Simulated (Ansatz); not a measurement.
# A hypothetical structure for Zn3Br

Starting from a made-up structure for Zn3Br, the aim is the relaxed cell, its shortest contacts and, where a second run follows, its electronic structure.

Method: DFT, r2SCAN, plane-wave PAW, files of the set soft_1, scalar-relativistic, no spin, cell and ions relaxed at zero pressure; PAW set soft_1, in the first sound run; inputs show where later runs differ, in Ansatz 0.2.0.

## (1) The structure

The structure is cubic, space group Pm-3m (No. 221). The conventional cell has a = 4.437 Å, b = 4.437 Å, c = 4.437 Å, α = 90.00°, β = 90.00°, γ = 90.00°. Nearest to Br lie 12 Zn at 3.14 Å. Zn has 8 Zn at 3.14 Å and 4 Br at 3.14 Å nearest. Farther neighbours and most contacts between anions are not listed.

## (2) Relaxing cell and atoms

The guessed cell has no reason to be at equilibrium. It is relaxed with the atoms, within the space group of the guess.

input.yaml

```yaml
crystal:
  lattice:
    - [4.437, 0.0, 0.0]
    - [0.0, 4.437, 0.0]
    - [0.0, 0.0, 4.437]
  atoms:
    - { symbol: Br, position: [0.0, 0.0, 0.0] }
    - { symbol: Zn, position: [0.5, 0.5, 0.0] }
    - { symbol: Zn, position: [0.5, 0.0, 0.5] }
    - { symbol: Zn, position: [0.0, 0.5, 0.5] }
kpoints:
  mp_grid: { grid: [6, 6, 6] }
scf:
  occupations: { method: fermi_dirac, width: 0.05 }
hamiltonian:
  xc: r2scan
  pseudopotentials: { kind: paw, azcp: { folder: soft_1 } }
relax:
  f_tol: 0.015
  max_steps: 70
  cell: {}
output:
  forces: true
  stress: true
```

Run with:

```console
ansatz run input.yaml --threads 4 --pin off --max-ram 8192MiB --backend cpu --events-out ev --progress --plain --runs-dir out
```

Numbers of over 12 decimals in the logs are rounded to 6 here.

The log of the run:

```text
Engine: ansatz 0.2.0, x86_64-unknown-linux-gnu
Pseudopotentials: kind: paw
Pseudopotential: Br, paw, valence charge 7, recommended cutoff 500 eV (meta_gga), soft_1/Br.paw.azcp
Pseudopotential: Zn, paw, valence charge 12, recommended cutoff 500 eV (meta_gga), soft_1/Zn.paw.azcp
Functional definition: r2SCAN
  parameter k0 = 0.174
  parameter k1 = 0.065
  parameter a1 = 4.9479
  exchange = r2scan_x(k0 = k0, k1 = k1, a1 = a1)
  correlation = r2scan_c
Crystal: 4 atoms, lattice volume = 87.351 Å³
Basis set: ecut = 500 eV, 2205 PW (Γ), exchange–correlation on 144×144×144 points (64 copies of the dense FFT grid, shifted against one another)
Bands: 26, of which v1, the nominal top of the filled ones, is band 22 counted from 1 (21 counted from 0)
Symmetry: 48 space group operations
Space group: Pm-3m (ITA 221), of the structure as read, at distance tolerance 4.4e-5 Å
k-points: 20 of 216
Non-local potential: Br, projectors of the file, l = 0: 2, l = 1: 2, l = 2: 2
Non-local potential: Zn, projectors of the file, l = 0: 2, l = 1: 2, l = 2: 3, l = 3: 1
PAW form: soft (Blöchl's): semilocal exchange-correlation on the pseudo side does not see the compensation charge
PAW frozen core: Br, regenerated for the run's functional (the file was generated under x = pbe(κ = 0.804, μ = 0.219515), c = pbe(β = 0.066725))
PAW frozen core: Zn, regenerated for the run's functional (the file was generated under x = pbe(κ = 0.804, μ = 0.219515), c = pbe(β = 0.066725))
PAW one-centre angular grid: Br, 302 points (default); XC on 160 Gauss nodes
PAW one-centre angular grid: Zn, 590 points (default); XC on 160 Gauss nodes
Initial density: superposition of atomic densities (chi_scale 0.1, normalization cell, long waves kept (reshape's long-wave potential 0.02 eV rms))
Initial wavefunctions: pseudopotential atomic-orbital guess
Functional: x = r2scan, c = r2scan; τ floored in thin density (d = 2e-4 eV/Å³)
SCF iter   1: F=—  HF=-12769.505553 eV  |F-HF|=—  |Δ(HF+E_count)|=         —  Δρ=6.08e-2  dr2=3.82e0  dr2_τ=3.65e-2  ethr=3.10e-3  ⟨swp⟩=6.7  Hψ=2413  notcnv=0
preconditioner: auto → Resta (q_TF=auto, 2.424 Å⁻¹)  ε∞=7.2  [insulator: Δε(μ)=0.169 eV  Ē_g=10.456 eV  σ=0.050 eV  W_gap=0.57  n_scr=18 (ndim 8)  ℏωp=26.1 eV  f_vac=0.000  D(μ)=0.66/eV (n_scr^D=0)  ε∞_Penn≈7.2]
SCF iter   2: F=—  HF=-12768.581115 eV  |F-HF|=—  |Δ(HF+E_count)|=   9.24e-1  Δρ=1.22e-2  dr2=4.10e-1  dr2_τ=2.14e-2  ethr=3.10e-3  ⟨swp⟩=2.9  Hψ=1218  notcnv=0
SCF iter   3: F=—  HF=-12768.465766 eV  |F-HF|=—  |Δ(HF+E_count)|=   1.15e-1  Δρ=9.80e-3  dr2=1.29e-1  dr2_τ=4.30e-3  ethr=9.54e-4  ⟨swp⟩=2.0  Hψ=1148  notcnv=0
SCF iter   4: F=—  HF=-12768.453591 eV  |F-HF|=—  |Δ(HF+E_count)|=   1.22e-2  Δρ=4.44e-3  dr2=2.88e-2  dr2_τ=5.09e-4  ethr=2.99e-4  ⟨swp⟩=2.1  Hψ=1048  notcnv=0
SCF iter   5: F=—  HF=-12768.458097 eV  |F-HF|=—  |Δ(HF+E_count)|=   4.51e-3  Δρ=1.14e-3  dr2=1.82e-3  dr2_τ=1.30e-4  ethr=6.70e-5  ⟨swp⟩=2.0  Hψ=1122  notcnv=0  defer=1
SCF iter   6: F=—  HF=-12768.458760 eV  |F-HF|=—  |Δ(HF+E_count)|=   6.63e-4  Δρ=8.43e-4  dr2=3.13e-4  dr2_τ=1.21e-5  ethr=4.22e-6  ⟨swp⟩=2.0  Hψ=948  notcnv=0  defer=1
SCF iter   7: F=—  HF=-12768.459160 eV  |F-HF|=—  |Δ(HF+E_count)|=   4.00e-4  Δρ=9.81e-5  dr2=1.58e-5  dr2_τ=2.65e-7  ethr=7.28e-7  ⟨swp⟩=2.0  Hψ=929  notcnv=0  defer=1
SCF iter   8: F=—  HF=-12768.459177 eV  |F-HF|=—  |Δ(HF+E_count)|=   1.75e-5  Δρ=3.05e-5  dr2=9.78e-7  dr2_τ=3.53e-8  ethr=3.68e-8  ⟨swp⟩=2.0  Hψ=953  notcnv=0  defer=1
SCF iter   9: F=—  HF=-12768.459180 eV  |F-HF|=—  |Δ(HF+E_count)|=   2.62e-6  Δρ=8.66e-6  dr2=1.25e-7  dr2_τ=1.58e-9  ethr=2.28e-9  ⟨swp⟩=2.0  Hψ=936  notcnv=0  defer=1
SCF iter  10: F=-12768.459180 eV  HF=-12768.459180 eV  |F-HF|=3.30e-9  |Δ(HF+E_count)|=   2.46e-8  Δρ=1.68e-6  dr2=2.44e-9  dr2_τ=4.64e-11  ethr=2.33e-10  ⟨swp⟩=4.0  Hψ=1896  notcnv=0
SCF 1 converged in 10 iterations: F = -12768.459180 eV  dr2 = 2.44e-9
  greatest PAW one-centre occupation: 0.986 electrons in one spin orbital (limit 2), on the Zn atom at site 2 (counted from 0), in its partial waves of l = 2
relax step   1: F+E_penalty+E_count = -12768.45917970 eV  Δ(F+E_penalty+E_count) = +0.000e0 eV  max|allowed force component| = 2.703e-29 eV/Å  Δτ_max = 0.0000 Å  P = -2.128 GPa  Ω = 87.351 Å³  (10 SCF iters, dr2 threshold 1.00e-7 eV, accepted)
Crystal: 4 atoms, lattice volume = 82.988 Å³
Basis set: ecut = 500 eV, 2103 PW (Γ), exchange–correlation on 144×144×144 points (64 copies of the dense FFT grid, shifted against one another)
Initial density: handed on by an earlier stage of this run
Initial wavefunctions: those handed on with the density
iter 1 solved again at ethr=7.28e-5 eV; its pass at ethr=3.10e-3 eV (dr2=3.13e-2 eV) is discarded
SCF iter   1: F=—  HF=-12768.423095 eV  |F-HF|=—  |Δ(HF+E_count)|=         —  Δρ=3.47e-3  dr2=3.08e-2  dr2_τ=1.50e-2  ethr=7.28e-5  ⟨swp⟩=1.0  Hψ=3126  notcnv=0
preconditioner: auto → Resta (q_TF=auto, 2.445 Å⁻¹)  ε∞=8.5  [insulator: Δε(μ)=0.149 eV  Ē_g=9.768 eV  σ=0.050 eV  W_gap=0.62  n_scr=18 (ndim 8)  ℏωp=26.7 eV  f_vac=0.000  D(μ)=0.88/eV (n_scr^D=0)  ε∞_Penn≈8.5]
SCF iter   2: F=—  HF=-12768.501035 eV  |F-HF|=—  |Δ(HF+E_count)|=   7.79e-2  Δρ=1.07e-3  dr2=3.00e-3  dr2_τ=2.57e-4  ethr=7.17e-5  ⟨swp⟩=2.4  Hψ=1000  notcnv=0
SCF iter   3: F=—  HF=-12768.500717 eV  |F-HF|=—  |Δ(HF+E_count)|=   3.18e-4  Δρ=6.24e-4  dr2=9.63e-4  dr2_τ=6.15e-6  ethr=6.98e-6  ⟨swp⟩=1.8  Hψ=563  notcnv=0
SCF iter   4: F=—  HF=-12768.500615 eV  |F-HF|=—  |Δ(HF+E_count)|=   1.02e-4  Δρ=1.67e-4  dr2=3.65e-5  dr2_τ=1.08e-6  ethr=2.24e-6  ⟨swp⟩=2.8  Hψ=961  notcnv=0
SCF iter   5: F=—  HF=-12768.500626 eV  |F-HF|=—  |Δ(HF+E_count)|=   1.16e-5  Δρ=2.03e-4  dr2=2.22e-5  dr2_τ=2.71e-7  ethr=8.48e-8  ⟨swp⟩=2.0  Hψ=987  notcnv=0
SCF iter   6: F=—  HF=-12768.500611 eV  |F-HF|=—  |Δ(HF+E_count)|=   1.51e-5  Δρ=6.80e-5  dr2=2.54e-6  dr2_τ=3.14e-8  ethr=5.16e-8  ⟨swp⟩=2.0  Hψ=879  notcnv=0
SCF iter   7: F=-12768.500613 eV  HF=-12768.500613 eV  |F-HF|=1.09e-7  |Δ(HF+E_count)|=   2.10e-6  Δρ=1.31e-5  dr2=2.58e-7  dr2_τ=1.29e-8  ethr=9.30e-10  ⟨swp⟩=5.0  Hψ=2084  notcnv=0
SCF 2 converged in 7 iterations: F = -12768.500613 eV  dr2 = 2.58e-7
  greatest PAW one-centre occupation: 0.986 electrons in one spin orbital (limit 2), on the Zn atom at site 1 (counted from 0), in its partial waves of l = 2
relax step   2: F+E_penalty+E_count = -12768.50061349 eV  Δ(F+E_penalty+E_count) = -4.143e-2 eV  max|allowed force component| = 8.456e-30 eV/Å  Δτ_max = 0.0000 Å  P = -0.740 GPa  Ω = 82.988 Å³  energy of the carried Pulay correction = +1.285e-3 eV  (7 SCF iters, dr2 threshold 4.00e-7 eV, accepted)
Crystal: 4 atoms, lattice volume = 80.834 Å³
iter 1 solved again at ethr=1.84e-5 eV; its pass at ethr=3.10e-3 eV (dr2=7.92e-3 eV) is discarded
SCF iter   1: F=—  HF=-12768.484778 eV  |F-HF|=—  |Δ(HF+E_count)|=         —  Δρ=1.76e-3  dr2=7.79e-3  dr2_τ=4.09e-3  ethr=1.84e-5  ⟨swp⟩=1.1  Hψ=2749  notcnv=0
preconditioner: auto → Resta (q_TF=auto, 2.456 Å⁻¹)  ε∞=8.6  [insulator: Δε(μ)=0.157 eV  Ē_g=9.844 eV  σ=0.050 eV  W_gap=0.63  n_scr=18 (ndim 8)  ℏωp=27.1 eV  f_vac=0.000  D(μ)=0.78/eV (n_scr^D=0)  ε∞_Penn≈8.6]
SCF iter   2: F=—  HF=-12768.505581 eV  |F-HF|=—  |Δ(HF+E_count)|=   2.08e-2  Δρ=5.71e-4  dr2=7.93e-4  dr2_τ=6.64e-5  ethr=1.81e-5  ⟨swp⟩=2.0  Hψ=1023  notcnv=0
SCF iter   3: F=—  HF=-12768.505500 eV  |F-HF|=—  |Δ(HF+E_count)|=   8.14e-5  Δρ=3.41e-4  dr2=2.50e-4  dr2_τ=1.78e-6  ethr=1.85e-6  ⟨swp⟩=1.9  Hψ=566  notcnv=0
SCF iter   4: F=—  HF=-12768.505481 eV  |F-HF|=—  |Δ(HF+E_count)|=   1.89e-5  Δρ=1.95e-4  dr2=2.21e-5  dr2_τ=5.53e-7  ethr=5.82e-7  ⟨swp⟩=2.0  Hψ=918  notcnv=0
SCF iter   5: F=—  HF=-12768.505470 eV  |F-HF|=—  |Δ(HF+E_count)|=   1.13e-5  Δρ=1.23e-4  dr2=9.96e-6  dr2_τ=7.64e-8  ethr=5.13e-8  ⟨swp⟩=2.0  Hψ=927  notcnv=0
SCF iter   6: F=—  HF=-12768.505468 eV  |F-HF|=—  |Δ(HF+E_count)|=   1.64e-6  Δρ=2.26e-5  dr2=6.61e-7  dr2_τ=7.97e-9  ethr=2.32e-8  ⟨swp⟩=2.0  Hψ=915  notcnv=0
SCF iter   7: F=-12768.505468 eV  HF=-12768.505468 eV  |F-HF|=3.75e-8  |Δ(HF+E_count)|=   4.40e-7  Δρ=9.65e-6  dr2=1.54e-7  dr2_τ=5.15e-9  ethr=9.30e-10  ⟨swp⟩=4.0  Hψ=1890  notcnv=0
SCF 3 converged in 7 iterations: F = -12768.505468 eV  dr2 = 1.54e-7
relax step   3: F+E_penalty+E_count = -12768.50546843 eV  Δ(F+E_penalty+E_count) = -4.855e-3 eV  max|allowed force component| = 8.373e-30 eV/Å  Δτ_max = 0.0000 Å  P = +0.142 GPa  Ω = 80.834 Å³  energy of the carried Pulay correction = +1.944e-3 eV  (7 SCF iters, dr2 threshold 4.00e-7 eV, accepted)
Crystal: 4 atoms, lattice volume = 81.173 Å³
iter 1 solved again at ethr=4.75e-7 eV; its pass at ethr=3.10e-3 eV (dr2=2.04e-4 eV) is discarded
SCF iter   1: F=—  HF=-12768.504990 eV  |F-HF|=—  |Δ(HF+E_count)|=         —  Δρ=2.88e-4  dr2=2.10e-4  dr2_τ=1.06e-4  ethr=4.75e-7  ⟨swp⟩=2.0  Hψ=2698  notcnv=0
preconditioner: auto → Resta (q_TF=auto, 2.454 Å⁻¹)  ε∞=8.6  [insulator: Δε(μ)=0.138 eV  Ē_g=9.830 eV  σ=0.050 eV  W_gap=0.59  n_scr=18 (ndim 8)  ℏωp=27.0 eV  f_vac=0.000  D(μ)=0.91/eV (n_scr^D=0)  ε∞_Penn≈8.6]
SCF iter   2: F=—  HF=-12768.505511 eV  |F-HF|=—  |Δ(HF+E_count)|=   5.22e-4  Δρ=9.55e-5  dr2=2.11e-5  dr2_τ=1.76e-6  ethr=4.75e-7  ⟨swp⟩=2.0  Hψ=913  notcnv=0
SCF iter   3: F=—  HF=-12768.505506 eV  |F-HF|=—  |Δ(HF+E_count)|=   5.68e-6  Δρ=5.90e-5  dr2=6.22e-6  dr2_τ=5.19e-8  ethr=4.90e-8  ⟨swp⟩=2.6  Hψ=778  notcnv=0
SCF iter   4: F=—  HF=-12768.505505 eV  |F-HF|=—  |Δ(HF+E_count)|=   5.11e-7  Δρ=3.38e-5  dr2=1.13e-6  dr2_τ=1.74e-8  ethr=1.45e-8  ⟨swp⟩=2.0  Hψ=920  notcnv=0
SCF iter   5: F=—  HF=-12768.505505 eV  |F-HF|=—  |Δ(HF+E_count)|=   3.90e-7  Δρ=1.83e-5  dr2=2.28e-7  dr2_τ=1.92e-9  ethr=2.63e-9  ⟨swp⟩=2.0  Hψ=925  notcnv=0
SCF iter   6: F=-12768.505505 eV  HF=-12768.505505 eV  |F-HF|=7.59e-9  |Δ(HF+E_count)|=   2.04e-8  Δρ=3.29e-6  dr2=8.52e-9  dr2_τ=2.44e-10  ethr=1.17e-10  ⟨swp⟩=4.1  Hψ=1895  notcnv=0
SCF 4 converged in 6 iterations: F = -12768.505505 eV  dr2 = 8.52e-9
relax step   4: F+E_penalty+E_count = -12768.50550488 eV  Δ(F+E_penalty+E_count) = -3.646e-5 eV  max|allowed force component| = 7.971e-30 eV/Å  Δτ_max = 0.0000 Å  P = -0.007 GPa  Ω = 81.173 Å³  energy of the carried Pulay correction = +1.839e-3 eV  (6 SCF iters, dr2 threshold 5.03e-8 eV, accepted)
Basis set: ecut = 500 eV, 2103 PW (Γ), exchange–correlation on 128×128×128 points (64 copies of the dense FFT grid, shifted against one another)
Initial wavefunctions: pseudopotential atomic-orbital guess (no wavefunctions were taken with the density)
iter 1 solved again at ethr=4.57e-7 eV; its pass at ethr=3.10e-3 eV (dr2=1.97e-4 eV) is discarded
SCF iter   1: F=—  HF=-12768.504019 eV  |F-HF|=—  |Δ(HF+E_count)|=         —  Δρ=1.36e-4  dr2=4.88e-6  dr2_τ=1.85e-6  ethr=4.57e-7  ⟨swp⟩=3.0  Hψ=3935  notcnv=0
preconditioner: auto → Resta (q_TF=auto, 2.454 Å⁻¹)  ε∞=8.6  [insulator: Δε(μ)=0.141 eV  Ē_g=9.830 eV  σ=0.050 eV  W_gap=0.59  n_scr=18 (ndim 8)  ℏωp=27.0 eV  f_vac=0.001  D(μ)=0.89/eV (n_scr^D=0)  ε∞_Penn≈8.6]
SCF iter   2: F=—  HF=-12768.504025 eV  |F-HF|=—  |Δ(HF+E_count)|=   6.41e-6  Δρ=1.41e-4  dr2=6.97e-6  dr2_τ=1.83e-7  ethr=1.14e-8  ⟨swp⟩=2.0  Hψ=926  notcnv=0
SCF iter   3: F=—  HF=-12768.504024 eV  |F-HF|=—  |Δ(HF+E_count)|=   1.80e-6  Δρ=5.56e-5  dr2=1.00e-6  dr2_τ=4.45e-8  ethr=1.14e-8  ⟨swp⟩=2.0  Hψ=925  notcnv=0
SCF iter   4: F=—  HF=-12768.504023 eV  |F-HF|=—  |Δ(HF+E_count)|=   5.37e-7  Δρ=6.11e-6  dr2=9.54e-9  dr2_τ=7.16e-10  ethr=2.34e-9  ⟨swp⟩=2.0  Hψ=904  notcnv=0
SCF iter   5: F=—  HF=-12768.504023 eV  |F-HF|=—  |Δ(HF+E_count)|=   9.68e-8  Δρ=2.42e-6  dr2=2.35e-9  dr2_τ=3.02e-10  ethr=2.22e-11  ⟨swp⟩=2.0  Hψ=959  notcnv=0
SCF iter   6: F=—  HF=-12768.504023 eV  |F-HF|=—  |Δ(HF+E_count)|=   2.04e-9  Δρ=4.19e-7  dr2=2.13e-10  dr2_τ=6.63e-12  ethr=5.46e-12  ⟨swp⟩=2.0  Hψ=921  notcnv=0
SCF iter   7: F=-12768.504023 eV  HF=-12768.504023 eV  |F-HF|=2.55e-11  |Δ(HF+E_count)|=  2.18e-10  Δρ=1.55e-7  dr2=2.45e-11  dr2_τ=8.46e-13  ethr=1.00e-12  ⟨swp⟩=4.7  Hψ=1917  notcnv=0
SCF 5 converged in 7 iterations: F = -12768.504023 eV  dr2 = 2.45e-11
relax step   5: F+E_penalty+E_count = -12768.50402322 eV  Δ(F+E_penalty+E_count) = +1.482e-3 eV  max|allowed force component| = 4.717e-30 eV/Å  Δτ_max = 0.0000 Å  P = -0.026 GPa  Ω = 81.173 Å³  stress off target by 2.62e-2 GPa  SCF on the basis re-selected at this cell (its energy is not comparable with the rows above)  (7 SCF iters)
basis re-selected at this cell: Δ(F+E_penalty+E_count) = +1.482e-3 eV, ΔP = -0.019 GPa vs the last step (what re-selecting the basis moved, of the pressure what is left beyond the Pulay correction that the steps carried, after the strain that the cell walked since its last selection, with what the two solves' SCF thresholds leave and, on support functions, any second-order correction that the steps lacked; it is no measure of the basis error at this ecutwfc). The dense FFT grid was sized anew with the basis: this SCF ran on 32×32×32 points, the steps before it on 36×36×36, so part of this shift can come from that change (see relax.cell in the input reference). [rest of the remark cut]
SCF converged after 7 iterations
Free energy (F): -12768.504023 eV
Harris-Foulkes:  -12768.504023 eV  (|F-HF|=2.55e-11)
Internal energy: -12768.495620 eV  (E = F + TS)
E sigma→0 (E₀):  -12768.499822 eV
Entropy (-TS):   -0.008403 eV (-2.101 meV/atom)
Fermi energy:    7.782506 eV
--- Per-component energies (eV) ---
  E_band       = 38.470101
  E_kinetic    = 564.549996
  E_local      = -6097.284173  (includes V_loc(G=0)·N_el)
  E_nonlocal   = 2527.036403
  E_hartree    = 2301.181274
  E_xc         = -387.838808
  E_vxc        = -266.036877  (∫ρ·V_xc dr)
  E_paw        = -8080.984173  (= ΣΔE_a)
  E_vpaw       = -1305.567354  (= ΣTr[D̂ρ^β])
  E_aug_tail   = 0.000215  (compensation charges beyond the density's cutoff)
  E_vtau       = 13.409178  (kinetic-family band-sum trace: ∫τ·v_τ [+ j·A + Jᵃ·Aᵃ] dr)
  E_ewald      = -3594.450311
  E_core_change = -0.706044  (= ΣΔE_core)
  E_smearing   = -0.008403  (= −TS)
  E_closure    = -0.000000  (closes the sum)
  Σ components = -12768.504023   (vs F -12768.504023, Δ=0.00e0)
--- Forces (eV/Å), atoms counted from 1 ---
  atom   1  Br     0.00000000    -0.00000000    -0.00000000
  atom   2  Zn    -0.00000000     0.00000000     0.00000000
  atom   3  Zn    -0.00000000     0.00000000    -0.00000000
  atom   4  Zn    -0.00000000    -0.00000000     0.00000000
  max |Σ_I F_I| component: 1.26e-29 eV/Å
--- Stress (GPa, compression-positive) ---
       -0.026158       0.000000       0.000000
        0.000000      -0.026158      -0.000000
        0.000000      -0.000000      -0.026158
  P = ⅓ Tr σ = -0.0262 GPa (-0.262 kbar)
--- Relaxed structure (4 steps of the walk, 4 accepted, 1 SCFs on fresh bases) ---
  F+E_penalty+E_count = -12768.50402322 eV   max|allowed force component| = 4.717e-30 eV/Å   (the final SCF, on the basis selected at the relaxed cell)
  cell:  # Å, volume = 81.1730 Å³
    - [4.329827, 0, 0]
    - [0, 4.329827, 0]
    - [0, 0, 4.329827]
  atoms:
    - { symbol: Br, position: [0, 0, 0] }
    - { symbol: Zn, position: [0.5, 0.5, 0] }
    - { symbol: Zn, position: [0.5, 0, 0.5] }
    - { symbol: Zn, position: [0, 0.5, 0.5] }
```

The job ended after 6.7 s (4 threads of AMD EPYC 7B13 (Zen 3), shared host; peak memory 0.69 GiB).

This run has no spin polarisation although its electron count is odd.

Relaxation path:

```csv
step,energy less that of the first step (eV),largest force component (eV/Å),pressure (GPa),volume (Å³)
1,0.0000,0.0000,-2.13,87.35
2,-0.0414,0.0000,-0.74,82.99
3,-0.0463,0.0000,0.14,80.83
4,-0.0463,0.0000,-0.01,81.17
5*,-0.0448,0.0000,-0.03,81.17
```

Relaxation steps marked * repeat the geometry before them on a plane-wave basis chosen anew for their cell, so energy and pressure can jump there.

The run keeps the 48 symmetry operations that it works with, so distortions that break them were not tested.

```
conventional cell, symmetrised  before  after  change
                         a (Å)   4.437  4.330  -2.4 %
                         b (Å)   4.437  4.330  -2.4 %
                         c (Å)   4.437  4.330  -2.4 %
              volume (Å³/atom)   21.84  20.29  -7.1 %
```

This step gave:

* free energy: -12768.5040 eV
* energy at zero smearing: -12768.4998 eV
* smearing term TS: 0.008403 eV
* Fermi energy: 7.783 eV
* electrons: 43
* symmetry operations: 48
* pressure: -0.02616 GPa

The shortest distance of each pair, which need not be the same contact before and after:

```csv
pair,guess (Å),relaxed (Å)
Br–Zn,3.137,3.062
Zn–Zn,3.137,3.062
Br–Br,4.437,4.330
```

The relaxation ends with a pressure of -0.03 GPa.

(Part 1 of 2 ends here.)

[Logs are printed without paths, hosts, clocks, repeated set-up lines and the standing remarks that a program may print on its own settings, such as how far it seeks lower states.]

[Hosts, paths, dates, database ids (printed as entryN), source tags and the programs' standing remarks are cut or masked in the printed files.]
